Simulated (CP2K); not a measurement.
Two runs for the F K edge of 2-fluorocarbonylfuran. Run A: CP2K XAS_TDP, all-electron GAPW, PBEh(45%), aug-cc-pVDZ, TDA, no relativity. Run B differs in one setting.

First lines with a strength over 0.0015. A:

```csv
atom,energy (eV),states,"strength, one atom"
F3 (bonded to C),681.76,1,0.0076
,683.96,1,0.0265
,685.04,1,0.0111
,685.56,1,0.0021
,685.71,1,0.0019
```

B:

```csv
atom,energy (eV),states,"strength, one atom"
F3 (bonded to C),687.75,1,0.0075
,689.95,1,0.0262
,691.02,1,0.0111
,691.54,1,0.0021
,691.69,1,0.0018
```

Which was it: the basis, scalar relativity switched on, the functional, GW2X switched on?

GW2X switched on. GW2X shifts an atom's lines together and keeps their spacings. Against PBEh(45%) in aug-cc-pVDZ, the leading line moves by +5.99 eV, to 689.95 eV.

[Banner, clock and machine lines of the logs are left out without a mark of their own.]

[Logs are printed without paths, hosts, clocks, repeated set-up lines and the standing remarks that a program may print on its own settings, such as how far it seeks lower states.]

[Hosts, paths, dates, database ids (printed as entryN), source tags and the programs' standing remarks are cut or masked in the printed files.]
